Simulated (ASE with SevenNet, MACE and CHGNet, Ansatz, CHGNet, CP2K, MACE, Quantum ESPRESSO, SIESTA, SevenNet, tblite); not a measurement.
# Machine-learned potentials runs on Na+ TFSI- in propylene carbonate and ethylene carbonate at 330 K (114 atoms)

Aim: run Na+ TFSI- in propylene carbonate and ethylene carbonate at 330 K (114 atoms) in machine-learned potentials and see how near its forces come to a plane-wave reference, and at what cost.

Calculated with ASE with SevenNet, MACE and CHGNet; the method is named at each step.

## Step 1: The starting structure

The cell holds 114 atoms: 2 N, 4 S, 29 O, 29 C, 12 F, 36 H and 2 Na. Cell: a = 11.218 Å, b = 11.218 Å, c = 11.218 Å, α = 90.0°, β = 90.0°, γ = 90.0°. 4 propylene carbonate, 3 ethylene carbonate, 2 Na+, 2 TFSI- placed at random, at 1.5 g/cm³; overlaps pushed apart, then 10 ps at 550 K with Joung-Cheatham ions (J. Phys. Chem. B 112, 9020 (2008)); MMFF94 bonds, angles, torsions, charges and radii (Halgren, J. Comput. Chem. 17, 490 (1996)) in harmonic and 12-6 forms; charges of ions scaled by 0.8. Snapshot after 30 ps at 330 K and fixed volume. Then every atom was moved at random, 0.05 Å r.m.s. a Cartesian component (hydrogen 0.6 of that).

The yardstick, on the same geometry:

```
method                                           : Kohn-Sham DFT, PBE, PAW, plane waves (Ansatz 0.2.0); cutoff 420 eV, Γ point, fermi-dirac smearing of 0.05 eV; PAW set soft_2
r.m.s. force component                           : 3.036 eV/Å
longest force                                    : 18.61 eV/Å
pressure                                         : 6.008 GPa
gap (highest filled to lowest empty level) : 3.776 eV
SCF cycles                                       : 11
time                                             : 8.8 s on 8 threads of Arm Neoverse V2, shared host
CPU time                                         : 64 s
```

## Step 2: SevenNet l3i5 potential

Method: machine-learned interatomic potential SevenNet l3i5, trained on PBE(+U) plane-wave data.

run.py

```python
import numpy as np
from ase.io import read
import mlip  # loads the published weights by name

atoms = read("structure.xyz")
atoms.calc = mlip.calc("7net-l3i5")
energy = atoms.get_potential_energy()
forces = atoms.get_forces()
print(f"energy {energy:.6f} eV")
print("forces (eV/A)")
for i, (a, f) in enumerate(zip(atoms, forces)):
    print(f"{i:4d} {a.symbol:2s} {f[0]:10.5f} {f[1]:10.5f} {f[2]:10.5f}")
stress = -atoms.get_stress(voigt=False) * 160.21766
print("stress (GPa, compression positive)")
for row in stress:
    print(" ".join(f"{x:10.4f}" for x in row))
```

structure.xyz

```xyz
114
Lattice="11.21847 0.00000 0.00000 0.00000 11.21847 0.00000 0.00000 0.00000 11.21847" Properties=species:S:1:pos:R:3 pbc="T T T"
N 5.14008 5.92694 4.95049
S 6.20269 6.67364 3.90403
O 7.41990 6.69417 4.45844
O 5.69887 7.73693 3.23238
C 6.16343 5.34190 2.66315
F 5.17923 4.57657 2.82234
F 5.91752 5.74543 1.40063
F 7.31411 4.65948 2.58159
S 6.08748 4.99155 5.88768
O 7.09142 4.39315 5.37836
O 5.23398 4.17462 6.69518
C 6.68037 6.28167 7.08009
F 5.89407 7.47958 6.94749
F 7.99518 6.54945 6.90732
F 6.79054 5.79961 8.41296
N 8.62611 0.63182 7.54913
S 9.91578 10.74483 7.93157
O 10.07430 9.55926 7.26575
O 10.11087 10.48366 9.33388
C 0.07101 0.78024 7.61297
F 0.13855 0.81648 6.13392
F 0.00101 2.00396 7.93258
F 1.29843 0.25937 7.82185
S 7.44188 10.84759 7.50729
O 7.40385 9.87080 6.40664
O 6.28818 0.43214 7.49540
C 7.31175 9.82155 9.10289
F 6.11216 9.33130 9.32019
F 7.67175 10.51137 10.19624
F 7.96321 8.74424 9.11523
C 0.04678 4.49692 5.04326
C 1.54198 4.63749 4.40415
C 1.47198 3.62648 3.28342
O 1.78060 2.35341 4.00039
C 2.52629 2.66663 5.11394
O 3.14364 1.88549 5.81969
O 2.42846 4.10484 5.38464
H 10.45247 5.00434 4.43758
H 11.12132 3.50185 5.36636
H 0.19307 5.18686 6.00009
H 1.85239 5.60508 4.14680
H 0.58325 3.56321 2.82773
H 2.30124 3.70008 2.62557
C 3.74057 10.09068 6.27685
C 3.01855 9.15741 5.36232
C 2.86845 9.55264 4.05492
O 1.62556 8.64720 3.73418
C 1.00058 8.29707 4.90460
O 11.21735 7.90420 5.02543
O 1.79630 8.87594 5.90383
H 4.64972 10.46784 5.69472
H 2.97592 10.98827 6.28100
H 3.82662 9.76523 7.33026
H 3.65229 8.13418 5.34392
H 2.43026 10.46986 3.98805
H 3.48087 9.34173 3.33233
[... 54 atom lines left out ...]
H 7.78304 2.52943 0.66638
H 8.28103 1.89132 10.38426
Na 8.88985 8.45637 5.55303
Na 4.73879 2.01719 7.64483
```

On the command line:

```bash
$ OMP_NUM_THREADS=1 python run.py > output.txt
```

The program printed:

```text
energy -658.469238 eV
forces (eV/A)
   0 N     1.31885    0.51083   -0.34013
   1 S    -6.08722   -5.76179    0.00173
   2 O     8.35540    1.48176    2.80883
   3 O    -2.69702    5.50659   -2.63594
   4 C     2.12574    1.93909   -2.30223
   5 F    -3.96277   -4.39765    1.89388
   6 F     0.55028    1.93784   -1.67524
   7 F     1.14261   -0.73105    0.48618
   8 S   -12.84169    7.13890    6.24056
   9 O    12.62122   -7.19652   -6.40944
  10 O    -1.22592   -0.62949    0.99734
  11 C     0.51893    0.29529    1.87114
  12 F     1.64784   -1.80503    1.13488
  13 F     0.20511    1.05106   -1.00813
  14 F    -1.83064    0.77299   -0.96334
  15 N     2.94601   -1.76726    0.74738
  16 S     0.42593    4.67720    4.11926
  17 O     0.41691   -3.99771   -4.48144
  18 O    -0.03476    1.45186    0.94627
  19 C     1.64976   -2.21198   -5.27871
  20 F    -0.86996   -0.11519    1.28381
  21 F    -0.71484    2.40471    1.85145
  22 F    -0.10467   -0.35643    1.69769
  23 S    -1.14448   -1.40195   -1.82575
[...]
106 C     0.43768    5.38845    0.13236
 107 O     1.50748   -1.83150    0.88513
 108 H     1.79434    0.46687    2.01295
 109 H    -0.04909    1.25412    1.19646
 110 H    -0.35548   -0.13197    0.89204
 111 H     0.13496   -1.85303   -1.65026
 112 Na    0.13338   -0.62354    0.09529
 113 Na   -0.24195    0.31134    0.19129
stress (GPa, compression positive)
    6.6210    -0.7148    -0.5713
   -0.7148     4.9830     0.0882
   -0.5713     0.0882     4.2643
```

It took 9.7 s on 1 thread of Arm Neoverse V2, shared host; peak memory 1.9 GiB.

Banners, paths, timers and routine set-up lines are dropped from the logs unmarked, and long logs keep their key lines alone; longer cuts are marked.

Against the reference:

- r.m.s. force component: 2.96 eV/Å
- r.m.s. difference of force components: 367 meV/Å
- longest difference of force vectors: 2680 meV/Å
- force difference over r.m.s. force: 12.09 %
- slope of forces against the reference's: 0.968
- correlation of force components: 0.9928
- pressure: 5.289 GPa
- pressure difference: -0.7186 GPa

Length of the force difference by element (eV/Å):

```tsv
element	atoms	mean	most
C	29	0.63	1.7
F	12	0.52	1.0
H	36	0.13	0.26
N	2	0.23	0.36
Na	2	0.088	0.088
O	29	0.49	2.4
S	4	1.5	2.7
```

A closer look about C107, picked at random: 9 atoms, nearest first, numbered in the order of the input, with positions taken from that point.

```tsv
atom	x	y	z	distance (Å)	Fx	Fy	Fz (eV/Å)
C107	0.00	0.00	0.00	0.00	0.44	5.39	0.13
H112	-0.25	-0.68	-0.74	1.03	0.13	-1.85	-1.65
H111	-0.75	-0.04	0.76	1.07	-0.36	-0.13	0.89
O108	1.31	0.00	0.53	1.41	1.51	-1.83	0.89
C106	0.09	1.47	-0.66	1.61	-0.86	-4.60	-3.20
H109	-0.53	1.37	-1.72	2.26	1.79	0.47	2.01
H110	-0.27	2.32	-0.16	2.34	-0.05	1.25	1.20
C104	2.18	0.86	-0.19	2.35	7.21	-5.86	8.65
O105	1.58	1.52	-0.91	2.37	-7.70	8.23	-8.74
```

Atoms are counted from 1 here, from 0 in the log.

Forces lie 12 % from the reference's, at 0.15 times its CPU time (on 1 against 8 cores).

## Step 3: MACE MP-0b2 small potential

Method: machine-learned interatomic potential MACE MP-0b2 small, trained on PBE(+U) plane-wave data.

run.py, as its differences from that of step 2:

```diff
@@ -5,3 +5,3 @@
 atoms = read("structure.xyz")
-atoms.calc = mlip.calc("7net-l3i5")
+atoms.calc = mlip.calc("mace-mp-0b2-small")
 energy = atoms.get_potential_energy()
```

structure.xyz is that of step 2.

The program printed:

```text
energy -657.399226 eV
forces (eV/A)
   0 N     0.91403    0.46672   -0.32879
   1 S    -5.92925   -4.87642   -0.28859
   2 O     8.49585    1.52771    2.61242
   3 O    -2.69567    5.16064   -2.56048
   4 C     2.23831    1.50764   -2.31961
   5 F    -4.02593   -4.36427    1.89846
   6 F     0.59269    2.09085   -1.63362
   7 F     1.07366   -0.68807    0.48437
   8 S   -13.06807    6.65042    6.82293
   9 O    12.76380   -7.48810   -6.38230
  10 O    -1.12394   -0.29999    0.79604
  11 C     0.59080    0.47383    1.94814
  12 F     1.41263   -1.77104    1.08003
  13 F     0.47514    0.96509   -0.91329
  14 F    -1.88193    0.61648   -1.14400
  15 N     3.33994   -1.54158    0.80819
  16 S     0.00662    4.81735    3.77952
  17 O     0.45556   -4.09559   -4.63679
  18 O     0.03622    1.55598    1.35221
  19 C     1.22950   -2.54152   -4.71217
  20 F    -0.74368   -0.07650    1.15177
  21 F    -0.63221    2.49680    1.68372
  22 F     0.12293   -0.29108    1.51040
  23 S    -0.90598   -1.93359   -1.64372
[...]
106 C     0.35827    5.24233    0.36178
 107 O     1.20009   -1.96079    0.98730
 108 H     1.76809    0.46982    2.14354
 109 H    -0.04814    1.16305    1.27396
 110 H    -0.39167   -0.06596    0.86576
 111 H     0.07465   -2.04313   -1.69965
 112 Na    0.01269   -0.40064    0.13194
 113 Na   -0.04126    0.28679    0.23508
stress (GPa, compression positive)
    7.9785    -0.5652    -0.3604
   -0.5652     5.8223    -0.0948
   -0.3604    -0.0948     4.8487
```

Wall time 6 s (1 thread); peak memory 0.71 GiB.

Against the reference:

| Property | Result |
| --- | --- |
| r.m.s. force component | 2.937 eV/Å |
| r.m.s. difference of force components | 383.4 meV/Å |
| longest difference of force vectors | 2684 meV/Å |
| force difference over r.m.s. force | 12.63 % |
| slope of forces against the reference's | 0.9601 |
| correlation of force components | 0.9923 |
| pressure | 6.216 GPa |
| pressure difference | 0.2085 GPa |

Against the first run (12 %), the force difference from the reference is 13 %, at 0.62 times the CPU time.

The difference per atom is largest on S (1.8 eV/Å on average, against 0.67 on O).

## Step 4: CHGNet r2SCAN potential

Method: machine-learned interatomic potential CHGNet r2SCAN, trained on r2SCAN plane-wave data.

run.py, as its differences from that of step 3:

```diff
@@ -5,3 +5,3 @@
 atoms = read("structure.xyz")
-atoms.calc = mlip.calc("mace-mp-0b2-small")
+atoms.calc = mlip.calc("chgnet-r2scan")
 energy = atoms.get_potential_energy()
```

structure.xyz is that of step 3.

The program printed:

```text
CHGNet vr2scan initialized with 412,525 parameters
CHGNet will run on cpu
energy -755.615540 eV
forces (eV/A)
   0 N     0.71687    0.28229    0.01412
   1 S    -5.52121   -4.30654    0.64575
   2 O     7.57982    0.85711    2.78979
   3 O    -2.40209    4.85448   -2.48419
   4 C     2.38104    1.38617   -2.30893
   5 F    -3.70797   -3.90062    1.76250
   6 F     0.53002    1.64837   -1.37531
   7 F     0.99764   -0.66156    0.41868
   8 S   -13.12425    6.86802    5.75970
   9 O    12.66523   -7.24873   -6.40142
  10 O    -0.68768   -0.17661    0.48490
  11 C     1.09406    0.82890    2.16544
  12 F     1.52919   -1.86180    0.94778
  13 F    -0.41573    0.77635   -1.06517
  14 F    -1.69458    0.77561   -1.33220
  15 N     2.52064   -1.74412    0.69141
  16 S    -0.33905    4.87313    3.52251
  17 O     0.33521   -3.72282   -3.69802
  18 O    -0.19909    0.89540    0.55318
  19 C     1.35807   -3.09500   -4.34157
  20 F    -0.78526    0.09847    1.15326
  21 F    -0.29980    2.68268    1.44508
  22 F    -0.09726    0.05161    1.31673
  23 S    -0.53960   -1.50724   -1.90994
[...]
106 C     0.39551    4.37099    0.84022
 107 O     0.99291   -2.20423    1.23439
 108 H     1.94880    0.49342    2.41705
 109 H    -0.06093    1.09001    0.98547
 110 H    -0.13911   -0.11344    0.56185
 111 H     0.09415   -1.75472   -1.60023
 112 Na   -0.01140   -0.33684    0.07392
 113 Na   -0.07285    0.25320    0.13045
stress (GPa, compression positive)
    5.6284    -0.3071    -0.3110
   -0.3071     3.8666     0.3536
   -0.3110     0.3536     2.3673
```

Run time: 3.9 s. Hardware: 1 thread; peak memory 1.7 GiB.

Numbers from this run, and their distance from the reference:

```
r.m.s. force component                  : 2.713 eV/Å
r.m.s. difference of force components   : 546 meV/Å
longest difference of force vectors     : 2735 meV/Å
force difference over r.m.s. force      : 17.98 %
slope of forces against the reference's : 0.8831
correlation of force components         : 0.9882
pressure                                : 3.954 GPa
pressure difference                     : -2.054 GPa
```

Against the first run (12 %), the force difference from the reference is 18 %, at 0.41 times the CPU time; this potential was trained at another functional than the reference's.

## Step 5: The ladder

Differences are against the plane-wave reference, forces as r.m.s. over components; share is that over the reference's r.m.s. force, slope the least-squares factor from reference forces to these. Total energies of different programs have different zeros and aren't compared.

```tsv
run	Δ force, r.m.s. (meV/Å)	share (%)	slope	Δ pressure (GPa)	cores	CPU time	memory (GiB)
reference	-	-	-	-	8	64 s	1.8
SevenNet l3i5 potential	367	12.1	0.968	-0.719	1	9.7 s	1.9
MACE MP-0b2 small potential	383	12.6	0.960	0.208	1	6 s	0.71
CHGNet r2SCAN potential	546	18.0	0.883	-2.05	1	3.9 s	1.7
```

Times of the machine-learned potentials are mostly Python's start and the loading of weights.

CPU time is summed over cores on a shared host, where runs went side by side, so it is rough. Symmetry, cutoffs, thresholds, outputs and thread counts weren't matched or tuned between programs; memory under MPI is the largest rank's times the ranks.

## Step 6: Results

```json
{
  "nearest in forces": "SevenNet l3i5 potential, 12 %",
  "its CPU time": "9.7 s"
}
```

What this shows: Machine-learned potentials differ by 12 % (SevenNet l3i5 potential) to 18 % (CHGNet r2SCAN potential); they were trained on other programs' data, some at another functional. Forces of 3.0 eV/Å r.m.s. are well above thermal ones: they come largely from the bond lengths of the classical model and from the random displacements, and they dominate the comparison. Machine-learned potentials mimic data converged in k, so the reference's own k-point error enters their differences. The network of contacts between molecules at the start is that of the classical potential that made the cell, and needn't be the one that DFT or experiment would give. The reference's PBE has no dispersion term, which matters for the binding between molecules or layers. The electronic-structure runs sample only Γ, in a cell whose shortest periodic width is 11 Å.

[Also dropped from logs without a mark: logging warnings of Python, and SIESTA's first energy breakdown and zero terms.]

[Logs are printed without paths, hosts, clocks, repeated set-up lines and the standing remarks that a program may print on its own settings, such as how far it seeks lower states.]

[Hosts, paths, dates, database ids (printed as entryN), source tags and the programs' standing remarks are cut or masked in the printed files.]

[The MMFF94 radii named for the starting cell were scaled by 0.96; in molecules described by MMFF94, hydrogen bound to N, O or S took a small fixed 12-6 site in their place.]
